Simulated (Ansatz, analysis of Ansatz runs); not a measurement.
# Reproducing a measured local vibrational mode: Be-H pair in corundum

How near does this set-up come to the measured local vibrational mode? Subject: Be-H pair in corundum. Set-up: PBE, 80-site cell, PBE lattice, 420 eV, k: the single point 1/4 1/4 1/4, anharmonic cut along the mode. The model is a cell of 80 host atoms with Be put on another atom's site and H put in between. The frequencies come from force constants among the defect atom and its neighbours, with the masses of the isotopes named.

What was measured. O-H stretch, 1H: 3060 cm⁻¹, by FTIR (quoted in “Vibrational properties of OH groups associated with divalent cations in corundum (α-Al2O3)”, 2023, Jollands et al., quoting earlier work (2022)). The runs below try to reproduce this.

Method: plane-wave PAW DFT, PBE; relaxation of all atoms of a defect supercell, in Ansatz 0.2.0.

## Step 1: Set-up

The cell holds 81 atoms: 31 Al, 1 Be, 48 O and 1 H. Its edges and angles: a = 10.362 Å, b = 10.362 Å, c = 10.362 Å, α = 55.3°, β = 55.3°, γ = 55.3°. It derives from Al2O3 (space group R-3c). Nearest the centre at fractional (0.313, 0.461, 0.579): O15 at 0.44 Å, H81 at 1.44 Å, Be4 at 1.44 Å, Al32 at 2.07 Å, Al13 at 2.13 Å, Al31 at 2.31 Å, O28 at 2.38 Å, O19 at 2.47 Å.

The host's primitive cell comes from a first run (plane-wave PAW DFT, PBE; relaxation of the host's cell and atoms): vectors of 5.181, 5.181 and 5.181 Å. That is 8.76 Å³ an atom, 3.0 % over the diffraction cell's volume. The supercell is built on it.

## Step 2: Relaxation, charge 0

Every later number rests on the structure around the defect, so the atoms are relaxed at the host's lattice first.

relax/input.yaml reads:

```yaml
relax:
  f_tol: 0.01
  max_steps: 80
  random_displacement: { amplitude: 0.02, seed: 219 }
crystal:
  lattice:
    - [4.80871308, 2.77631179, 8.74900355]
    - [-4.80871308, 2.77631179, 8.74900355]
    - [0.0, -5.55262359, 8.74900355]
  atoms:
    - { symbol: Al, position: [0.176072736, 0.176072736, 0.176072736] }
    - { symbol: Al, position: [0.073927264, 0.073927264, 0.073927264] }
    - { symbol: Al, position: [0.323927264, 0.323927264, 0.323927264] }
    - { symbol: Be, position: [0.426072736, 0.426072736, 0.426072736] }
    - { symbol: O, position: [0.278085818, 0.471914182, 0.125] }
    - { symbol: O, position: [0.125, 0.278085818, 0.471914182] }
    - { symbol: O, position: [0.471914182, 0.125, 0.278085818] }
    - { symbol: O, position: [0.221914182, 0.028085818, 0.375] }
    - { symbol: O, position: [0.375, 0.221914182, 0.028085818] }
    - { symbol: O, position: [0.028085818, 0.375, 0.221914182] }
    - { symbol: Al, position: [0.176072736, 0.176072736, 0.676072736] }
    - { symbol: Al, position: [0.073927264, 0.073927264, 0.573927264] }
    - { symbol: Al, position: [0.323927264, 0.323927264, 0.823927264] }
    - { symbol: Al, position: [0.426072736, 0.426072736, 0.926072736] }
    - { symbol: O, position: [0.278085818, 0.471914182, 0.625] }
    - { symbol: O, position: [0.125, 0.278085818, 0.971914182] }
    - { symbol: O, position: [0.471914182, 0.125, 0.778085818] }
    - { symbol: O, position: [0.221914182, 0.028085818, 0.875] }
    - { symbol: O, position: [0.375, 0.221914182, 0.528085818] }
    - { symbol: O, position: [0.028085818, 0.375, 0.721914182] }
    - { symbol: Al, position: [0.176072736, 0.676072736, 0.176072736] }
    - { symbol: Al, position: [0.073927264, 0.573927264, 0.073927264] }
    - { symbol: Al, position: [0.323927264, 0.823927264, 0.323927264] }
    - { symbol: Al, position: [0.426072736, 0.926072736, 0.426072736] }
    - { symbol: O, position: [0.278085818, 0.971914182, 0.125] }
    - { symbol: O, position: [0.125, 0.778085818, 0.471914182] }
    - { symbol: O, position: [0.471914182, 0.625, 0.278085818] }
    - { symbol: O, position: [0.221914182, 0.528085818, 0.375] }
    - { symbol: O, position: [0.375, 0.721914182, 0.028085818] }
    - { symbol: O, position: [0.028085818, 0.875, 0.221914182] }
    - { symbol: Al, position: [0.176072736, 0.676072736, 0.676072736] }
    - { symbol: Al, position: [0.073927264, 0.573927264, 0.573927264] }
    - { symbol: Al, position: [0.323927264, 0.823927264, 0.823927264] }
    - { symbol: Al, position: [0.426072736, 0.926072736, 0.926072736] }
    - { symbol: O, position: [0.278085818, 0.971914182, 0.625] }
    - { symbol: O, position: [0.125, 0.778085818, 0.971914182] }
    - { symbol: O, position: [0.471914182, 0.625, 0.778085818] }
    - { symbol: O, position: [0.221914182, 0.528085818, 0.875] }
    - { symbol: O, position: [0.375, 0.721914182, 0.528085818] }
    - { symbol: O, position: [0.028085818, 0.875, 0.721914182] }
    - { symbol: Al, position: [0.676072736, 0.176072736, 0.176072736] }
    - { symbol: Al, position: [0.573927264, 0.073927264, 0.073927264] }
    - { symbol: Al, position: [0.823927264, 0.323927264, 0.323927264] }
    - { symbol: Al, position: [0.926072736, 0.426072736, 0.426072736] }
    - { symbol: O, position: [0.778085818, 0.471914182, 0.125] }
    - { symbol: O, position: [0.625, 0.278085818, 0.471914182] }
    - { symbol: O, position: [0.971914182, 0.125, 0.278085818] }
    - { symbol: O, position: [0.721914182, 0.028085818, 0.375] }
    - { symbol: O, position: [0.875, 0.221914182, 0.028085818] }
    - { symbol: O, position: [0.528085818, 0.375, 0.221914182] }
    - { symbol: Al, position: [0.676072736, 0.176072736, 0.676072736] }
    - { symbol: Al, position: [0.573927264, 0.073927264, 0.573927264] }
    - { symbol: Al, position: [0.823927264, 0.323927264, 0.823927264] }
    - { symbol: Al, position: [0.926072736, 0.426072736, 0.926072736] }
    - { symbol: O, position: [0.778085818, 0.471914182, 0.625] }
    - { symbol: O, position: [0.625, 0.278085818, 0.971914182] }
    - { symbol: O, position: [0.971914182, 0.125, 0.778085818] }
    - { symbol: O, position: [0.721914182, 0.028085818, 0.875] }
    - { symbol: O, position: [0.875, 0.221914182, 0.528085818] }
    - { symbol: O, position: [0.528085818, 0.375, 0.721914182] }
    - { symbol: Al, position: [0.676072736, 0.676072736, 0.176072736] }
    - { symbol: Al, position: [0.573927264, 0.573927264, 0.073927264] }
    - { symbol: Al, position: [0.823927264, 0.823927264, 0.323927264] }
    - { symbol: Al, position: [0.926072736, 0.926072736, 0.426072736] }
    - { symbol: O, position: [0.778085818, 0.971914182, 0.125] }
    - { symbol: O, position: [0.625, 0.778085818, 0.471914182] }
    - { symbol: O, position: [0.971914182, 0.625, 0.278085818] }
    - { symbol: O, position: [0.721914182, 0.528085818, 0.375] }
    - { symbol: O, position: [0.875, 0.721914182, 0.028085818] }
    - { symbol: O, position: [0.528085818, 0.875, 0.221914182] }
    - { symbol: Al, position: [0.676072736, 0.676072736, 0.676072736] }
    - { symbol: Al, position: [0.573927264, 0.573927264, 0.573927264] }
    - { symbol: Al, position: [0.823927264, 0.823927264, 0.823927264] }
    - { symbol: Al, position: [0.926072736, 0.926072736, 0.926072736] }
    - { symbol: O, position: [0.778085818, 0.971914182, 0.625] }
    - { symbol: O, position: [0.625, 0.778085818, 0.971914182] }
    - { symbol: O, position: [0.971914182, 0.625, 0.778085818] }
    - { symbol: O, position: [0.721914182, 0.528085818, 0.875] }
    - { symbol: O, position: [0.875, 0.721914182, 0.528085818] }
    - { symbol: O, position: [0.528085818, 0.875, 0.721914182] }
    - { symbol: H, position: [0.19946, 0.495996, 0.731205] }
basis:
  ecutwfc: 420
  xc_grid: 2
hamiltonian:
  xc: pbe
kpoints:
  mp_grid: { grid: [1, 1, 1], shift: [0.25, 0.25, 0.25] }
scf:
  occupations: { method: fermi_dirac, width: 0.01 }
  max_iter: 120
output:
  forces: true
checkpoint:
  write: "../relax.run"
  compress: false
  write_wavefunctions: true
  write_every: 100000
```

Launch:

```console
> ansatz run input.yaml --threads 2 --pin off --max-ram 3768MiB --backend cpu --events-out ev --progress --plain --runs-dir out
```

Numbers of over 12 decimals in the logs are rounded to 6 here.

Log:

```text
[... repeated set-up lines and file paths are left out, and long positions are rounded to six places ...]
Engine: ansatz 0.2.0, x86_64-unknown-linux-gnu
Pseudopotentials: kind: paw
Pseudopotential: Al, paw, valence charge 3, recommended cutoff 420 eV (normal), Al.paw.azcp
Pseudopotential: Be, paw, valence charge 2, recommended cutoff 420 eV (normal), Be.paw.azcp
Pseudopotential: O, paw, valence charge 6, recommended cutoff 420 eV (normal), O.paw.azcp
Pseudopotential: H, paw, valence charge 1, recommended cutoff 420 eV (normal), H.paw.azcp
Functional definition: PBE
  parameter kappa = 0.804
  parameter beta = 0.066725
  exchange = pbe_x(kappa = kappa, mu = beta*pi^2/3)
  correlation = pbe_c(beta = beta)
Crystal: 81 atoms, lattice volume = 700.821 Å³
Basis set: ecut = 420 eV, 13757 PW (Γ), exchange–correlation on 144×144×144 points (8 copies of the dense FFT grid, shifted against one another)
Bands: 273, of which v1, the nominal top of the filled ones, is band 192 counted from 1 (191 counted from 0)
Symmetry: 1 space group operations
k-points: 1
Non-local potential: Al, projectors of the file, l = 0: 2, l = 1: 2, l = 2: 1
Non-local potential: Be, projectors of the file, l = 0: 2, l = 1: 2, l = 2: 1
Non-local potential: O, projectors of the file, l = 0: 2, l = 1: 2, l = 2: 1
Non-local potential: H, projectors of the file, l = 0: 2, l = 1: 1
PAW form: soft (Blöchl's): semilocal exchange-correlation on the pseudo side does not see the compensation charge
PAW one-centre angular grid: Al, 110 points (default); XC on 64 Gauss nodes
PAW one-centre angular grid: Be, 110 points (default); XC on 64 Gauss nodes
PAW one-centre angular grid: O, 110 points (default); XC on 64 Gauss nodes
PAW one-centre angular grid: H, 110 points (default); XC on 64 Gauss nodes
Initial density: superposition of atomic densities (neutral atoms: chi_scale 0, normalization atom), corrected by the library's trained network
Initial wavefunctions: pseudopotential atomic-orbital guess
Functional: x = pbe(κ = 0.804, μ = 0.219515), c = pbe(β = 0.066725)
SCF iter   1: F=—  HF=-44121.211672 eV  |F-HF|=—  |Δ(HF+E_count)|=         —  Δρ=3.97e-3  dr2=2.17e-1  ethr=1.77e-3  ⟨swp⟩=6.0  Hψ=1202  notcnv=0  defer=67
preconditioner: auto → Resta (q_TF=auto, 2.468 Å⁻¹)  ε∞=3.6  [insulator: Δε(μ)=5.296 eV  Ē_g=17.197 eV  σ=0.010 eV  W_gap=1.00  n_scr=174 (ndim 8)  ℏωp=27.5 eV  f_vac=0.000  D(μ)=0.00/eV (n_scr^D=0)  ε∞_Penn≈3.6]
SCF iter   2: F=—  HF=-44121.163018 eV  |F-HF|=—  |Δ(HF+E_count)|=   4.87e-2  Δρ=1.96e-3  dr2=4.44e-2  ethr=5.66e-5  ⟨swp⟩=3.0  Hψ=514  notcnv=0  defer=77
SCF iter   3: F=—  HF=-44121.152829 eV  |F-HF|=—  |Δ(HF+E_count)|=   1.02e-2  Δρ=7.21e-4  dr2=6.75e-3  ethr=1.16e-5  ⟨swp⟩=4.0  Hψ=397  notcnv=0  defer=77
SCF iter   4: F=—  HF=-44121.151124 eV  |F-HF|=—  |Δ(HF+E_count)|=   1.71e-3  Δρ=2.85e-4  dr2=4.56e-4  ethr=1.76e-6  ⟨swp⟩=4.0  Hψ=397  notcnv=0  defer=77
SCF iter   5: F=—  HF=-44121.151574 eV  |F-HF|=—  |Δ(HF+E_count)|=   4.50e-4  Δρ=1.16e-4  dr2=6.43e-5  ethr=1.19e-7  ⟨swp⟩=2.0  Hψ=506  notcnv=0  defer=77
SCF iter   6: F=—  HF=-44121.151561 eV  |F-HF|=—  |Δ(HF+E_count)|=   1.29e-5  Δρ=2.86e-5  dr2=3.69e-6  ethr=1.67e-8  ⟨swp⟩=2.0  Hψ=387  notcnv=0  defer=77
SCF iter   7: F=-44121.151561 eV  HF=-44121.151561 eV  |F-HF|=4.93e-8  |Δ(HF+E_count)|=   4.89e-7  Δρ=7.75e-6  dr2=3.00e-7  ethr=6.51e-10  ⟨swp⟩=4.0  Hψ=770  notcnv=0
SCF 1 converged in 7 iterations: F = -44121.151561 eV  dr2 = 3.00e-7
  greatest PAW one-centre occupation: 0.870 electrons in one spin orbital (limit 2), on the O atom at site 14 (counted from 0), in its partial waves of l = 0
relax step   1: F+E_penalty+E_count = -44121.15156147 eV  Δ(F+E_penalty+E_count) = +0.000e0 eV  max|allowed force component| = 4.997e0 eV/Å  Δτ_max = 0.0000 Å  (7 SCF iters, dr2 threshold 2.50e-6 eV, accepted)
[... the SCF cycles and remarks between the steps are left out from here to the last step ...]
relax step   2: F+E_penalty+E_count = -44122.79177730 eV  Δ(F+E_penalty+E_count) = -1.640e0 eV  max|allowed force component| = 2.425e0 eV/Å  Δτ_max = 0.0899 Å  (6 SCF iters, dr2 threshold 1.00e-4 eV, accepted)
relax step   3: F+E_penalty+E_count = -44123.69345391 eV  Δ(F+E_penalty+E_count) = -9.017e-1 eV  max|allowed force component| = 1.285e0 eV/Å  Δτ_max = 0.1959 Å  (6 SCF iters, dr2 threshold 1.00e-4 eV, accepted)
relax step   4: F+E_penalty+E_count = -44124.04365568 eV  Δ(F+E_penalty+E_count) = -3.502e-1 eV  max|allowed force component| = 1.124e0 eV/Å  Δτ_max = 0.2000 Å  (5 SCF iters, dr2 threshold 1.00e-4 eV, accepted)
relax step   5: F+E_penalty+E_count = -44124.23725271 eV  Δ(F+E_penalty+E_count) = -1.936e-1 eV  max|allowed force component| = 1.451e0 eV/Å  Δτ_max = 0.1905 Å  (5 SCF iters, dr2 threshold 1.00e-4 eV, accepted)
relax step   6: F+E_penalty+E_count = -44124.42612911 eV  Δ(F+E_penalty+E_count) = -1.889e-1 eV  max|allowed force component| = 9.974e-1 eV/Å  Δτ_max = 0.2000 Å  (5 SCF iters, dr2 threshold 1.00e-4 eV, accepted)
relax step   7: F+E_penalty+E_count = -44124.61556419 eV  Δ(F+E_penalty+E_count) = -1.894e-1 eV  max|allowed force component| = 5.819e-1 eV/Å  Δτ_max = 0.1957 Å  (5 SCF iters, dr2 threshold 1.00e-4 eV, accepted)
relax step   8: F+E_penalty+E_count = -44124.77192997 eV  Δ(F+E_penalty+E_count) = -1.564e-1 eV  max|allowed force component| = 4.875e-1 eV/Å  Δτ_max = 0.2000 Å  (5 SCF iters, dr2 threshold 1.00e-4 eV, accepted)
relax step   9: F+E_penalty+E_count = -44124.89429841 eV  Δ(F+E_penalty+E_count) = -1.224e-1 eV  max|allowed force component| = 7.499e-1 eV/Å  Δτ_max = 0.1957 Å  (5 SCF iters, dr2 threshold 8.09e-5 eV, accepted)
relax step  10: F+E_penalty+E_count = -44124.96855508 eV  Δ(F+E_penalty+E_count) = -7.426e-2 eV  max|allowed force component| = 5.938e-1 eV/Å  Δτ_max = 0.1351 Å  (5 SCF iters, dr2 threshold 1.00e-4 eV, accepted)
relax step  11: F+E_penalty+E_count = -44125.04878027 eV  Δ(F+E_penalty+E_count) = -8.023e-2 eV  max|allowed force component| = 4.112e-1 eV/Å  Δτ_max = 0.1941 Å  (5 SCF iters, dr2 threshold 1.00e-4 eV, accepted)
relax step  12: F+E_penalty+E_count = -44125.10076824 eV  Δ(F+E_penalty+E_count) = -5.199e-2 eV  max|allowed force component| = 1.261e0 eV/Å  Δτ_max = 0.1956 Å  (5 SCF iters, dr2 threshold 8.11e-5 eV, accepted)
relax step  13: F+E_penalty+E_count = -44125.22461807 eV  Δ(F+E_penalty+E_count) = -1.238e-1 eV  max|allowed force component| = 4.629e-1 eV/Å  Δτ_max = 0.1918 Å  (5 SCF iters, dr2 threshold 1.00e-4 eV, accepted)
relax step  14: F+E_penalty+E_count = -44125.33546262 eV  Δ(F+E_penalty+E_count) = -1.108e-1 eV  max|allowed force component| = 3.444e-1 eV/Å  Δτ_max = 0.1953 Å  (5 SCF iters, dr2 threshold 2.89e-5 eV, accepted)
relax step  15: F+E_penalty+E_count = -44125.40618909 eV  Δ(F+E_penalty+E_count) = -7.073e-2 eV  max|allowed force component| = 1.837e-1 eV/Å  Δτ_max = 0.1927 Å  (5 SCF iters, dr2 threshold 1.60e-5 eV, accepted)
relax step  16: F+E_penalty+E_count = -44125.41682003 eV  Δ(F+E_penalty+E_count) = -1.063e-2 eV  max|allowed force component| = 1.794e-1 eV/Å  Δτ_max = 0.0570 Å  (5 SCF iters, dr2 threshold 9.61e-6 eV, accepted)
relax step  17: F+E_penalty+E_count = -44125.42621305 eV  Δ(F+E_penalty+E_count) = -9.393e-3 eV  max|allowed force component| = 1.276e-1 eV/Å  Δτ_max = 0.0539 Å  (5 SCF iters, dr2 threshold 9.16e-6 eV, accepted)
relax step  18: F+E_penalty+E_count = -44125.43698983 eV  Δ(F+E_penalty+E_count) = -1.078e-2 eV  max|allowed force component| = 1.511e-1 eV/Å  Δτ_max = 0.1229 Å  (6 SCF iters, dr2 threshold 8.23e-6 eV, accepted)
relax step  19: F+E_penalty+E_count = -44125.44569555 eV  Δ(F+E_penalty+E_count) = -8.706e-3 eV  max|allowed force component| = 7.864e-2 eV/Å  Δτ_max = 0.0387 Å  (5 SCF iters, dr2 threshold 1.15e-5 eV, accepted)
relax step  20: F+E_penalty+E_count = -44125.44635060 eV  Δ(F+E_penalty+E_count) = -6.550e-4 eV  max|allowed force component| = 9.846e-2 eV/Å  Δτ_max = 0.0135 Å  (5 SCF iters, dr2 threshold 1.68e-6 eV, accepted)
relax step  21: F+E_penalty+E_count = -44125.44680003 eV  Δ(F+E_penalty+E_count) = -4.494e-4 eV  max|allowed force component| = 6.134e-3 eV/Å  Δτ_max = 0.0065 Å  (4 SCF iters, dr2 threshold 2.63e-6 eV, accepted)
iter 1 solved again at ethr=1.02e-10 eV; its pass at ethr=3.10e-3 eV (dr2=3.91e-7 eV) is discarded
SCF iter   1: F=—  HF=-44125.446704 eV  |F-HF|=—  |Δ(HF+E_count)|=         —  Δρ=8.52e-6  dr2=3.91e-7  ethr=1.02e-10  ⟨swp⟩=1.0  Hψ=758  notcnv=0  defer=77
SCF iter   2: F=—  HF=-44125.446800 eV  |F-HF|=—  |Δ(HF+E_count)|=   9.57e-5  Δρ=4.62e-6  dr2=1.40e-7  ethr=1.02e-10  ⟨swp⟩=2.0  Hψ=387  notcnv=0  defer=77
SCF iter   3: F=-44125.446800 eV  HF=-44125.446800 eV  |F-HF|=2.04e-8  |Δ(HF+E_count)|=   1.79e-8  Δρ=2.52e-6  dr2=3.29e-8  ethr=2.60e-11  ⟨swp⟩=4.0  Hψ=690  notcnv=0
SCF 22 converged in 3 iterations: F = -44125.446800 eV  dr2 = 3.29e-8
relax step  22: F+E_penalty+E_count = -44125.44680009 eV  Δ(F+E_penalty+E_count) = -5.536e-8 eV  max|allowed force component| = 6.170e-3 eV/Å  Δτ_max = 0.0000 Å  (3 SCF iters, accepted)
NSCF: frozen V_eff on 1 k-points
the band table was solved once a step of the walk had ended and its energy, with any forces and stress, was formed, with the checks that follow a solve (1277 applications of the Hamiltonian). They found nothing against the state; [...]
SCF converged after 3 iterations
Free energy (F): -44125.446800 eV
Harris-Foulkes:  -44125.446800 eV  (|F-HF|=2.04e-8)
Internal energy: -44125.446800 eV  (E = F + TS)
E sigma→0 (E₀):  -44125.446800 eV
Fermi energy:    10.470741 eV
--- Per-component energies (eV) ---
  E_band       = 387.555516
  E_kinetic    = 9434.024209
  E_local      = -16121.739178  (includes V_loc(G=0)·N_el)
  E_nonlocal   = 2584.829669
  E_hartree    = 5956.710157
  E_xc         = -4884.999188
  E_vxc        = -5563.401542  (∫ρ·V_xc dr)
  E_paw        = -22161.227717  (= ΣΔE_a)
  E_vpaw       = -1859.698898  (= ΣTr[D̂ρ^β])
  E_aug_tail   = 0.120172  (compensation charges beyond the density's cutoff)
  E_ewald      = -18933.164925
  E_smearing   = -0.000000  (= −TS)
  E_closure    = -0.000000  (closes the sum)
  Σ components = -44125.446800   (vs F -44125.446800, Δ=0.00e0)
--- Forces (eV/Å), atoms counted from 1 ---
  atom   1  Al     0.00053300    -0.00092510     0.00005245
  atom   2  Al     0.00022077     0.00034476    -0.00423911
  [... 1 atom left out ...]
  atom   4  Be     0.00056647     0.00607587    -0.00152342
  [... 8 atoms left out ...]
  atom  13  Al     0.00159433     0.00359248     0.00161046
  [... 1 atom left out ...]
  atom  15  O     -0.00041994    -0.00076760     0.00375923
  [... 3 atoms left out ...]
  atom  19  O     -0.00256512    -0.00067225     0.00323065
  [... 7 atoms left out ...]
  atom  27  O      0.00167909    -0.00164441    -0.00330267
  atom  28  O      0.00208963     0.00162699     0.00142930
  [... 2 atoms left out ...]
  atom  31  Al    -0.00585733     0.00245288     0.00417034
  atom  32  Al    -0.00131462     0.00176505     0.00146321
  [... 13 atoms left out ...]
  atom  46  O      0.00122770     0.00025239     0.00069054
  [... 34 atoms left out ...]
  atom  81  H      0.00331252    -0.00447349     0.00111109
  max |Σ_I F_I| component: 6.20e-6 eV/Å
--- Band table (eV) ---
  k-point 0: bands = ["-11.7035", "-11.2470", "-11.0077", "-10.7426", [... 265 left out ...] "20.2563", "20.2888", "20.3371", "20.3734"]
--- Relaxed structure (22 steps of the walk, 22 accepted, 0 SCFs on fresh bases) ---
  F+E_penalty+E_count = -44125.44680009 eV   max|allowed force component| = 6.170e-3 eV/Å
  atoms:
    - { symbol: Al, position: [0.175797, 0.174094, 0.180261] }
    - { symbol: Al, position: [0.071235, 0.075290, 0.077068] }
    [... 1 atom left out ...]
    - { symbol: Be, position: [0.496252, 0.427826, 0.374710] }
    [... 8 atoms left out ...]
    - { symbol: Al, position: [0.323692, 0.322438, 0.832095] }
    [... 1 atom left out ...]
    - { symbol: O, position: [0.278705, 0.450420, 0.631188] }
    [... 3 atoms left out ...]
    - { symbol: O, position: [0.365552, 0.220866, 0.540211] }
    [... 7 atoms left out ...]
    - { symbol: O, position: [0.477421, 0.622187, 0.277588] }
    - { symbol: O, position: [0.208366, 0.533783, 0.373937] }
    [... 2 atoms left out ...]
    - { symbol: Al, position: [0.168298, 0.684068, 0.679904] }
    - { symbol: Al, position: [0.074832, 0.575312, 0.568021] }
    [... 13 atoms left out ...]
    - { symbol: O, position: [0.626506, 0.281909, 0.467756] }
    [... 34 atoms left out ...]
    - { symbol: H, position: [0.313548, 0.351502, 0.601276] }
```

Wall time 3.2 min (2 threads of Intel Xeon 6975P-C (Granite Rapids), shared host); peak memory 1.4 GiB.

Relaxation path:

| step | energy less that of the first step (eV) | largest force component (eV/Å) |
| --- | --- | --- |
| 1 | 0.0000 | 4.9974 |
| 2 | -1.6402 | 2.4248 |
| 3 | -2.5419 | 1.2848 |
| 4 | -2.8921 | 1.1242 |
| 5 | -3.0857 | 1.4506 |
| 6 | -3.2746 | 0.9974 |
| 7 | -3.4640 | 0.5819 |
| 8 | -3.6204 | 0.4875 |
| 9 | -3.7427 | 0.7499 |
| 10 | -3.8170 | 0.5938 |
| 11 | -3.8972 | 0.4112 |
| 12 | -3.9492 | 1.2606 |
| 13 | -4.0731 | 0.4629 |
| 14 | -4.1839 | 0.3444 |
| 15 | -4.2546 | 0.1837 |
| 16 | -4.2653 | 0.1794 |
| 17 | -4.2747 | 0.1276 |
| 18 | -4.2854 | 0.1511 |
| 19 | -4.2941 | 0.0786 |
| 20 | -4.2948 | 0.0985 |
| 21 | -4.2952 | 0.0061 |
| 22 | -4.2952 | 0.0062 |

The atoms that moved most (Å, from the sites as typed, ahead of the random displacement, the mean shift of all atoms taken out):

```
atom      dx      dy      dz  length
 H81   1.242   0.637  -1.401   1.978
 Be4   0.328   0.485   0.182   0.613
 O15   0.105  -0.092  -0.127   0.189
 Al3  -0.067  -0.035   0.132   0.151
 O28  -0.094  -0.016  -0.076   0.122
 O19  -0.042  -0.096   0.016   0.106
Al31  -0.077  -0.021   0.037   0.088
 O50  -0.012  -0.014   0.085   0.087
```

The atoms nearest to the centre after the run:

```
atom  distance (Å)
 O15         0.436
 H81         1.016
 Be4         1.925
Al32         2.081
Al13         2.198
Al31         2.391
 O19         2.446
 O28         2.470
```

Neighbours of the added atoms: H81: O15 1.04, O19 1.51, Be4 2.06 Å.

Numbers from this step:

* free energy: -44125.4468 eV

The relaxation ends 53 meV an atom lower than the displaced start, with a largest force component of 0.0062 eV/Å.

[end of part 1 of 2]

[Logs are printed without paths, hosts, clocks, repeated set-up lines and the standing remarks that a program may print on its own settings, such as how far it seeks lower states.]

[Hosts, paths, dates, database ids (printed as entryN), source tags and the programs' standing remarks are cut or masked in the printed files.]

[For some hosts the program warned that the k-mesh of the response run may be too coarse for force constants and the static dielectric constant; such warnings are not shown here.]
